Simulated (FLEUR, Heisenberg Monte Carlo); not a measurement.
## Exchange couplings of NiO with FLEUR

Aim: the exchange couplings of NiO from single passes in the potential of one collinear state.

Program: FLEUR MaX-R8.1. Level of theory: LDA (VWN) with U = 6.9 eV, J = 0.9 eV on Ni d; all-electron FLAPW, Dirac cores, scalar-relativistic bands. Results are calculated unless marked as measured.

The experiments to compare with:

“On the Elastic Anisotropy of the Entropy-Stabilized Oxide (Mg, Co, Ni, Cu, Zn)O” (2020, arxiv:2004.06613) quotes from earlier work for NiO, rock salt (literature value): ordering temperature (Neel temperature) 525 K [literature value quoted in the paper's theory part].

## Step 1: The structure

Symmetry: Fm-3m, No. 225, cubic system. The conventional cell has a = 4.172 Å, b = 4.172 Å, c = 4.172 Å, α = 90.00°, β = 90.00°, γ = 90.00°. Ni has 6 O at 2.09 Å nearest. Nearest to O lie 6 Ni at 2.09 Å. Farther neighbours and most contacts between anions are not listed.

Coordinates:

```
Ni O
1.0
     0.00000    2.08590    2.08590
     2.08590    0.00000    2.08590
     2.08590    2.08590    0.00000
Ni O
1 1
Cartesian
  0.0000 0.0000 0.0000
  2.0859 2.0859 2.0859
```

## Step 2: The magnetic state

The force theorems are single passes in this state's potential, so it has to be converged first. The U counters the self-interaction that shrinks the moments of a localised shell.

No symmetry is used, so that later steps may turn the spins freely; k and −k are joined. inpgen writes inp.xml from crystal.txt; cutoffs, mixing, functional, smearing and local orbitals are then set in the file. The k list scf (kpts.xml, not shown) is a Γ-centred 8×8×8 mesh; where the ranks do not divide the number of points, some are split in two of half the weight.

The input, inp.xml:

```
<?xml version="1.0" encoding="UTF-8" standalone="no"?>
<fleurInput fleurInputVersion="0.39">
   <comment>
      NiO
   </comment>
   <calculationSetup>
      <cutoffs Kmax="4.32" Gmax="13.0" GmaxXC="13.0" numbands="0"/>
      <scfLoop itmax="130" minDistance="0.0001" maxIterBroyd="15" imix="Anderson" alpha="0.05" precondParam="0.0" spinf="2.0" sdNocoIR="T"/>
      <coreElectrons ctail="F" frcor="F" kcrel="0" coretail_lmax="0"/>
      <xcFunctional name="vwn" relativisticCorrections="F"/>
      <magnetism jspins="2" l_noco="F" l_ss="F">
         <qss>0.0 0.0 0.0</qss>
         <mtNocoParams l_mperp="F" l_mtNocoPot="F" l_relaxSQA="F" mag_mixing_scheme="0" mix_RelaxWeightOffD="1.0" l_constrained="F" mix_constr="1.0"/>
         <sourceFreeMag l_sourceFree="F" l_scaleMag="F" mag_scale="1.0"/>
      </magnetism>
      <soc l_soc="F" theta="0.0" phi="0.0" spav="F"/>
      <expertModes spex="0" secvar="F"/>
      <geometryOptimization l_f="F" forcealpha="1.0" forcemix="BFGS" epsdisp="0.00001" epsforce="0.00001"/>
      <ldaU l_linMix="F" mixParam="0.05" spinf="1.0"/>
   </calculationSetup>
   <cell>
      <bzIntegration valenceElectrons="24.0" mode="hist" fermiSmearingEnergy="0.00110248">
         <kPointListSelection listName="scf"/>
         <xi:include xmlns:xi="http://www.w3.org/2001/XInclude" href="kpts.xml"> </xi:include>
      </bzIntegration>
      <xi:include xmlns:xi="http://www.w3.org/2001/XInclude" href="sym.xml"> </xi:include>
      <bulkLattice scale="1.0">
         <bravaisMatrix>
            <row-1>    0.0000000000000000     3.9417828250996005     3.9417828250996005</row-1>
            <row-2>    3.9417828250996005     0.0000000000000000     3.9417828250996005</row-2>
            <row-3>    3.9417828250996005     3.9417828250996005     0.0000000000000000</row-3>
         </bravaisMatrix>
      </bulkLattice>
   </cell>
   <atomSpecies>
      <species name="Nickel (Ni2.000" element="Ni" atomicNumber="28">
         <mtSphere radius="2.46" gridPoints="813" logIncrement="0.015"/>
         <atomicCutoffs lmax="10" lnonsphr="8"/>
         <electronConfig flipSpins="F">
            <coreConfig>(1s1/2) (2s1/2) (2p1/2) (2p3/2)</coreConfig>
            <valenceConfig>(3s1/2) (3p1/2) (3p3/2) (4s1/2) (3d3/2) (3d5/2)</valenceConfig>
            <stateOccupation state="(3d3/2)" spinUp="2.0" spinDown="1.2"/>
            <stateOccupation state="(3d5/2)" spinUp="3.0" spinDown="1.8"/>
         </electronConfig>
         <energyParameters s="4" p="4" d="3" f="4"/>
         <ldaU l="2" U="6.9" J="0.9" l_amf="F"/>
         <lo type="SCLO" l="0" n="3" eDeriv="0"/>
         <lo type="SCLO" l="1" n="3" eDeriv="0"/>
      </species>
      <species name="Oxygen (O)" element="O" atomicNumber="8">
         <mtSphere radius="1.39" gridPoints="461" logIncrement="0.023"/>
         <atomicCutoffs lmax="6" lnonsphr="4"/>
         <electronConfig flipSpins="F">
            <coreConfig>(1s1/2)</coreConfig>
            <valenceConfig>(2s1/2) (2p1/2) (2p3/2)</valenceConfig>
            <stateOccupation state="(2p1/2)" spinUp="0.666667" spinDown="0.666667"/>
            <stateOccupation state="(2p3/2)" spinUp="1.333333" spinDown="1.333333"/>
         </electronConfig>
         <energyParameters s="2" p="2" d="3" f="4"/>
      </species>
   </atomSpecies>
   <atomGroups>
      <atomGroup species="Nickel (Ni2.000">
         <relPos label="                   1">.0000000000 .0000000000 .0000000000</relPos>
         <force calculate="T" relaxXYZ="TTT"/>
         <nocoParams  alpha="0.0" beta="0.0"/>
      </atomGroup>
      <atomGroup species="Oxygen (O)">
         <relPos label="                   2">1.000/2.000 1.000/2.000 1.000/2.000</relPos>
         <force calculate="T" relaxXYZ="TTT"/>
         <nocoParams  alpha="0.0" beta="0.0"/>
      </atomGroup>
   </atomGroups>
   <output dos="F" band="F" slice="F">
      <bandDOS minEnergy="-.5*Htr" maxEnergy="0.5*Htr" sigma="0.015" storeEVData="T"/>
      <plotting iplot="0" polar="F">
         <plot TwoD="T" vec1="  1.0  0.0  0.0" vec2="  0.0  1.0  0.0" vec3="  0.0  0.0  1.0" zero="  0.0  0.0  0.0" file="plot"/>
      </plotting>
      <moessbauerParams electricFieldGradient="F" isomerShift="F" coreHyperfine="F" valenceHyperfine="F"/>
   </output>
</fleurInput>
```

The input, crystal.txt:

```
NiO
&input film=F cartesian=F /
0.00000000000  2.08590164140  2.08590164140
2.08590164140  0.00000000000  2.08590164140
2.08590164140  2.08590164140  0.00000000000
1.8897261246
1.0 1.0 1.0

2
28 0.00000000000  0.00000000000  0.00000000000 : 2.000
8 0.50000000000  0.50000000000  0.50000000000

&kpt div1=8 div2=8 div3=8 gamma=T /
```

On the command line:

```sh
> OMP_NUM_THREADS=1 inpgen -f crystal.txt -nosym -noco > inpgen.log  # inp.xml is then edited as shown
> OMP_NUM_THREADS=1 mpirun -n 2 fleur_MPI > fleur.log
```

The log of the run:

```text
Welcome to FLEUR        (www.flapw.de)
      MaX-Release 8.1          (www.max-centre.eu)

 ========== k-point set info ==========
 Selected k-point list: scf
 k-point list type: mesh
 0 x 0 x 0
 Number of k points: 260

 ------------Calculation Setup---------------------------
 Number of MPI-tasks      :            2
 Number of PE/node        :            2
 Number of OMP-threads    :            1
 k-points in parallel     :            2
 pe's per k-point         :            1
 No of k-point loops      :          130
 Eigenvalue solver        :       lapack
 Number of basis functions:          188
 Approximate size of matrices (H+S) per k-point:         0.001 GB
 --------------------------------------------------------
 no density matrix found ... skipping LDA+U
 Complex matrix made real
 Complex matrix made real
 Reset of history
 Iteration:     1   Distance:      29.71712929 me/bohr^3
 Iteration:     2   Distance:      38.98167819 me/bohr^3
 Iteration:     3   Distance:      36.25411984 me/bohr^3
 Iteration:     4   Distance:      20.36841553 me/bohr^3
 Iteration:     5   Distance:      12.09165455 me/bohr^3
 Iteration:     6   Distance:       8.88913949 me/bohr^3
 Iteration:     7   Distance:       1.67970248 me/bohr^3
 Iteration:     8   Distance:       1.08199678 me/bohr^3
 Iteration:     9   Distance:       0.22694201 me/bohr^3
 Iteration:    10   Distance:       0.24759107 me/bohr^3
 Iteration:    11   Distance:       0.06334266 me/bohr^3
 Iteration:    12   Distance:       0.06314811 me/bohr^3
 Iteration:    13   Distance:       0.00748392 me/bohr^3
 Iteration:    14   Distance:       0.00372216 me/bohr^3
 Iteration:    15   Distance:       0.00215648 me/bohr^3
 Iteration:    16   Distance:       0.00018242 me/bohr^3
 Iteration:    17   Distance:       0.00014642 me/bohr^3
 Iteration:    18   Distance:       0.00006073 me/bohr^3

 ********************************************************************
 Run finished successfully
 Stop message:
   all done
 ********************************************************************

--- out.xml (last complete iteration) ---
<iteration numberForCurrentRun="   18" overallNumber="   18">
         [... left out ...]
         <bandgap value="2.1957331771" units="eV"/>
         <sumValenceSingleParticleEnergies value="-18.0891790955" units="Htr"/>
         <FermiEnergy value="0.2750828035" units="Htr"/>
         <valenceDensity>
            <mtCharges spin="1">
               <mtCharge atomType="1" total="9.5627050" s="1.2057744" p="3.2617018" d="5.0120712" f="0.0580876"/>
               <mtCharge atomType="2" total="2.3097160" s="0.6897440" p="1.6158022" d="0.0036001" f="0.0004743"/>
            </mtCharges>
            <mtCharges spin="2">
               <mtCharge atomType="1" total="7.7890380" s="1.1935968" p="3.2466334" d="3.2719868" f="0.0544916"/>
               <mtCharge atomType="2" total="2.1218451" s="0.6693497" p="1.4501054" d="0.0019877" f="0.0003357"/>
            </mtCharges>
            <spinDependentCharge spin="1" total="13.0000000" interstitial="1.1275791" mtSpheres="11.8724209"/>
            <spinDependentCharge spin="2" total="11.0000000" interstitial="1.0891168" mtSpheres="9.9108832"/>
            <totalCharge value="24.0000000000"/>
         </valenceDensity>
         [... left out ...]
         <allElectronCharges>
            <spinDependentCharge spin="1" total="19.0000000" interstitial="1.1275798" mtSpheres="17.8724202"/>
            <spinDependentCharge spin="2" total="17.0000000" interstitial="1.0891176" mtSpheres="15.9108824"/>
            <totalCharge value="36.0000000004"/>
         </allElectronCharges>
         <magneticMomentsInMTSpheres units="muBohr">
            <globalMagMoment atomType="1" vec="0.00000   0.00000   1.77367"/>
            <localMagMoment atomType="1" vec="0.00000   0.00000   1.77367"/>
            <globalMagMoment atomType="2" vec="0.00000   0.00000   0.18787"/>
            <localMagMoment atomType="2" vec="0.00000   0.00000   0.18787"/>
         </magneticMomentsInMTSpheres>
         <moessbauerParams unitsHFF="kG" unitsIS="e/bohr^3" unitsEFG="Htr/bohr^2">
         </moessbauerParams>
         <totalEnergy value="    -1593.1273286112" units="Htr">
            <sumOfEigenvalues value="     -908.7723768809">
               <coreElectrons value="-890.6831977855"/>
               <valenceElectrons value="-18.0891790955"/>
            </sumOfEigenvalues>
            <densityCoulombPotentialIntegral value="-2432.6143290633"/>
            <densityEffectivePotentialIntegral value="-2524.1902600849"/>
            <chargeDenXCDenIntegral value="-69.2064543303"/>
            <FockExchangeEnergyValence value="0.0000000000"/>
            <FockExchangeEnergyCore value="0.0000000000"/>
            <atomTypeDependentContributions atomType="1">
               <electronNucleiInteractionDifferentMTs value="1824.3590585714"/>
               <MadelungTerm value="-8.5129402917"/>
            </atomTypeDependentContributions>
            <atomTypeDependentContributions atomType="2">
               <electronNucleiInteractionDifferentMTs value="85.7908544539"/>
               <MadelungTerm value="-5.2583461396"/>
            </atomTypeDependentContributions>
            <dftUCorrection value="-0.8896065034"/>
            <tkbTimesEntropy value="0.0000000000"/>
            <freeEnergy value="-1593.1273286112"/>
            <extrapolationTo0K value="-1593.1273286112"/>
         </totalEnergy>
         <ldaUDensityMatrix>
            <densityMatrixFor spin="1" atomType="1" uIndex="1" l="2" U="6.90000000" J="0.90000000">
               (+1.00755,+0.00000) (+0.00000,+0.00000) (+0.00000,+0.00000) (+0.00000,+0.00000) (+0.02568,+0.00000)
               (+0.00000,+0.00000) (+0.98187,+0.00000) (+0.00000,+0.00000) (+0.00000,+0.00000) (+0.00000,+0.00000)
               (+0.00000,+0.00000) (+0.00000,+0.00000) (+1.03323,+0.00000) (+0.00000,+0.00000) (+0.00000,+0.00000)
               (+0.00000,+0.00000) (+0.00000,+0.00000) (+0.00000,+0.00000) (+0.98187,+0.00000) (+0.00000,+0.00000)
               (+0.02568,+0.00000) (+0.00000,+0.00000) (+0.00000,+0.00000) (+0.00000,+0.00000) (+1.00755,+0.00000)
            </densityMatrixFor>
            <densityMatrixFor spin="2" atomType="1" uIndex="1" l="2" U="6.90000000" J="0.90000000">
               (+0.57347,+0.00000) (+0.00000,+0.00000) (+0.00000,+0.00000) (+0.00000,+0.00000) (-0.40465,+0.00000)
               (+0.00000,+0.00000) (+0.97812,+0.00000) (+0.00000,+0.00000) (+0.00000,+0.00000) (+0.00000,+0.00000)
               (+0.00000,+0.00000) (+0.00000,+0.00000) (+0.16882,+0.00000) (+0.00000,+0.00000) (+0.00000,+0.00000)
               (+0.00000,+0.00000) (+0.00000,+0.00000) (+0.00000,+0.00000) (+0.97812,+0.00000) (+0.00000,+0.00000)
               (-0.40465,+0.00000) (+0.00000,+0.00000) (+0.00000,+0.00000) (+0.00000,+0.00000) (+0.57347,+0.00000)
            </densityMatrixFor>
         </ldaUDensityMatrix>
         <ldaUDensityMatrixConvergence>
            <distance spin="1" distance="0.000000"/>
            <distance spin="2" distance="0.000002"/>
         </ldaUDensityMatrixConvergence>
         <densityConvergence units="me/bohr^3">
            <chargeDensity spin="1" distance="0.0000511395"/>
            <chargeDensity spin="2" distance="0.0000208296"/>
            <overallChargeDensity distance="0.0000607316"/>
            <spinDensity distance="0.0000490908"/>
         </densityConvergence>
      </iteration>
```

The job ended after 95 s (2 MPI ranks of AMD EPYC 9R45, shared host; peak memory 0.37 GiB).

This step gave:

```
free energy                                                       : -43351.2031 eV
program's band gap on this mesh (in a metal only a level spacing) : 2.196 eV
magnetization                                                     : 2 μB
final state                                                       : ferromagnetic
largest moment                                                    : 1.774 μB
```

After 18 cycles the largest moment stands at 1.77 μB.

## Step 3: Cone spirals

A narrow cone is a small rotation, for which the force theorem holds; spirals of any q fit in this cell.

All spins tilt by 20° and precess with wavevector q. The points are the irreducible ones of a 4×4×4 mesh. The k list spirals (kpts.xml, not shown) is a Γ-centred 8×8×8 mesh.

inp.xml: that of step 2 with these lines changed.

```diff
@@ -7,6 +7,6 @@
       <cutoffs Kmax="4.32" Gmax="13.0" GmaxXC="13.0" numbands="0"/>
-      <scfLoop itmax="130" minDistance="0.0001" maxIterBroyd="15" imix="Anderson" alpha="0.05" precondParam="0.0" spinf="2.0" sdNocoIR="T"/>
+      <scfLoop itmax="1" minDistance="0.0001" maxIterBroyd="15" imix="Anderson" alpha="0.05" precondParam="0.0" spinf="2.0" sdNocoIR="T"/>
       <coreElectrons ctail="F" frcor="F" kcrel="0" coretail_lmax="0"/>
       <xcFunctional name="vwn" relativisticCorrections="F"/>
-      <magnetism jspins="2" l_noco="F" l_ss="F">
+      <magnetism jspins="2" l_noco="T" l_ss="T">
          <qss>0.0 0.0 0.0</qss>
@@ -22,3 +22,3 @@
       <bzIntegration valenceElectrons="24.0" mode="hist" fermiSmearingEnergy="0.00110248">
-         <kPointListSelection listName="scf"/>
+         <kPointListSelection listName="spirals"/>
          <xi:include xmlns:xi="http://www.w3.org/2001/XInclude" href="kpts.xml"> </xi:include>
@@ -65,3 +65,3 @@
          <force calculate="T" relaxXYZ="TTT"/>
-         <nocoParams  alpha="0.0" beta="0.0"/>
+         <nocoParams  alpha="0.0" beta="0.3490659"/>
       </atomGroup>
@@ -70,3 +70,3 @@
          <force calculate="T" relaxXYZ="TTT"/>
-         <nocoParams  alpha="0.0" beta="0.0"/>
+         <nocoParams  alpha="0.0" beta="0.3490659"/>
       </atomGroup>
@@ -80,2 +80,14 @@
    </output>
+   <forceTheorem>
+      <spinSpiralDispersion>
+         <q>0.00000000 0.00000000 0.00000000</q>
+         <q>0.00000000 0.00000000 0.25000000</q>
+         <q>0.00000000 0.00000000 0.50000000</q>
+         <q>0.00000000 0.25000000 0.25000000</q>
+         <q>0.00000000 0.25000000 0.50000000</q>
+         <q>0.00000000 0.25000000 -0.25000000</q>
+         <q>0.00000000 0.50000000 0.50000000</q>
+         <q>0.25000000 0.50000000 -0.25000000</q>
+      </spinSpiralDispersion>
+   </forceTheorem>
 </fleurInput>
```

On the command line:

```sh
> OMP_NUM_THREADS=1 mpirun -n 2 fleur_MPI -warn_only > fleur.log
```

The log of the run:

```text
[banner, memory and clock lines left out]
Welcome to FLEUR        (www.flapw.de)
      MaX-Release 8.1          (www.max-centre.eu)
 qss = 0 ; not a spin-spiral!

 ========== k-point set info ==========
 Selected k-point list: spirals
 k-point list type: mesh
 0 x 0 x 0
 Number of k points: 512

 [... set-up left out ...]
 ********************************************************************
 Run finished successfully
 Stop message:
   Forcetheorem:SpinSpiralDispersion
 ********************************************************************

--- out.xml (force theorem) ---
<Forcetheorem_SSDISP qvectors="8" units="Htr">
            <Entry q="1" ev-sum="-18.0891769"/>
            <Entry q="2" ev-sum="-18.0893798"/>
            <Entry q="3" ev-sum="-18.0895132"/>
            <Entry q="4" ev-sum="-18.0892957"/>
            <Entry q="5" ev-sum="-18.0893030"/>
            <Entry q="6" ev-sum="-18.0894077"/>
            <Entry q="7" ev-sum="-18.0890729"/>
            <Entry q="8" ev-sum="-18.0891965"/>
         </Forcetheorem_SSDISP>
```

Wall time 2 min (2 MPI ranks); peak memory 0.4 GiB.

Spiral energies, by row:

```
  q1    q2     q3  band energy less that at q = 0 (meV a cell)
   0     0      0                                            0
   0     0   0.25                                       -5.521
   0     0    0.5                                       -9.151
   0  0.25   0.25                                       -3.233
   0  0.25    0.5                                       -3.431
   0  0.25  -0.25                                        -6.28
   0   0.5    0.5                                         2.83
0.25   0.5  -0.25                                      -0.5333
```

## Step 4: The spin model

Energy differences over sin² of the cone give J(q); symmetry fills the mesh, and a Fourier sum gives the pairs.

Table of the J, nearest shells first. Convention: E = -sum over ordered pairs of J e_i.e_j, unit vectors; induced moments turn with the spiral.

```
from  to  distance (Å)  count  J (meV)
 Ni1  Ni          2.95     12     2.22
 Ni1  Ni          4.17      6    -8.37
 Ni1  Ni          5.11     24   -0.343
```

Pairs that symmetry makes alike are averaged. Farther pairs are folded with their periodic images: they enter the temperatures but not the table.

Derived from these couplings:

* distance up to which pairs are told from their periodic images: 5.900 Å
* largest imaginary part left by the Fourier sum: 3.77e-15 meV
* wavevector of the mean-field order: 0, 0, 0.5 reciprocal lattice
* energy of the cheapest spiral on the q mesh, over sin² of its cone, a magnetic atom: -78.23 meV
* its wavevector: 0, 0, 0.5 reciprocal lattice
* ordering temperature, mean field: 344.2 K

## Step 5: Monte Carlo

Classical unit spins on 8×8×8 cells (512 spins), 62 couplings a spin. Heat-bath moves, cooled from random spins, 300 sweeps to settle and 800 measured at each temperature, averaged over 2 runs.

Wall time 8.2 s (2 threads); 16 s of CPU time.

```
T (K)  net moment  heat capacity (k_B a spin)
 51.6        0.01                        0.92
 68.8        0.01                        1.02
 86.0        0.01                        1.08
  103        0.01                        1.03
  120        0.02                        1.39
  138        0.02                        1.18
  155        0.02                        1.27
  172        0.02                        1.33
  189        0.02                        1.58
  207        0.02                        1.88
  224        0.02                        1.89
  241        0.03                        1.57
  258        0.03                        1.16
  275        0.03                        0.94
  293        0.03                        0.66
  310        0.03                        0.52
  327        0.03                        0.38
  344        0.03                        0.39
  361        0.03                        0.34
```

The cooled spins do not end in the run's own pattern, so only the heat capacity marks where order grows.

(Continued in part 2 of 2.)

[Logs and program files are shortened in this print: banners, set-up blocks, solver, clock and traceback lines can be left out without a mark of their own.]

[Logs are printed without paths, hosts, clocks, repeated set-up lines and the standing remarks that a program may print on its own settings, such as how far it seeks lower states.]

[Hosts, paths, dates, database ids (printed as entryN), source tags and the programs' standing remarks are cut or masked in the printed files.]

[Where a cell is said to come from a database of computed structures, the database is the Materials Project.]
